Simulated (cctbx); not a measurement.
# What resolution and counting buy: CeTl2Ru

Space group Cmcm (no. 63), a = 4.4310 Å, b = 11.3000 Å, c = 7.8200 Å, α = 90.00°, β = 90.00°, γ = 90.00°.

```csv
atom,mult.,x,y,z,Ueq (Å²)
Tl1,8,0,0.3345,0.0546,0.0061
Ce1,4,1/2,0.4415,3/4,0.0064
Ru1,4,0,0.2120,3/4,0.0032
```

This is a model crystal, built by substitution and not relaxed, with assumed displacement parameters.

Five simulated data sets (cctbx; Mo Kα, λ = 0.71073 Å; 2 % proportional error) differ in resolution or exposure (noise floor 15 counts in the first three, 8 in the last two). Each is refined with the right model, isotropic at 1.1 Å and anisotropic otherwise. How do the figures of merit and the uncertainties move?

```
d min (Å)  top counts  ⟨I/σ⟩ (unmerged, absences included)  unique  param. (scale apart)   Rint      R1  GooF  largest s.u. xyz (fractional)  s.u. U of Ru1 (Å²)  largest error (Å)
      1.1       20000                                 10.8      98                     7  0.021  0.0079  0.87                        0.00011              0.0004             0.0035
     0.84       20000                                  9.7     215                    14  0.023  0.0080  0.91                        0.00006              0.0004             0.0006
      0.6       20000                                  7.8     553                    14  0.030  0.0113  0.93                        0.00004              0.0001             0.0003
     0.75         300                                  0.9     288                    14  0.314  0.0689  0.95                        0.00070              0.0035             0.0027
     0.75        3000                                  4.1     288                    14  0.059  0.0195  0.95                        0.00013              0.0006             0.0003
```

The number of reflections grows roughly as 1/d³: 98, 215 and 553 here. R1 follows the noise rather than the truth: at 300 counts it is 0.0689, at 3000 counts 0.0195, while GooF is 0.95 and 0.95: the weights 1/σ² carry the noise. The s.u. of U (U11 where anisotropic) for Ru1 goes 0.0004, 0.0004, 0.0001 Å² with resolution and 0.0035, 0.0006 Å² with exposure.

Hardware for the 0.6 Å refinement: 0.43 s on 1 thread of Arm Neoverse V2 (shared host), peak memory 0.09 GiB.

[Logs are printed without paths, hosts, clocks, repeated set-up lines and the standing remarks that a program may print on its own settings, such as how far it seeks lower states.]
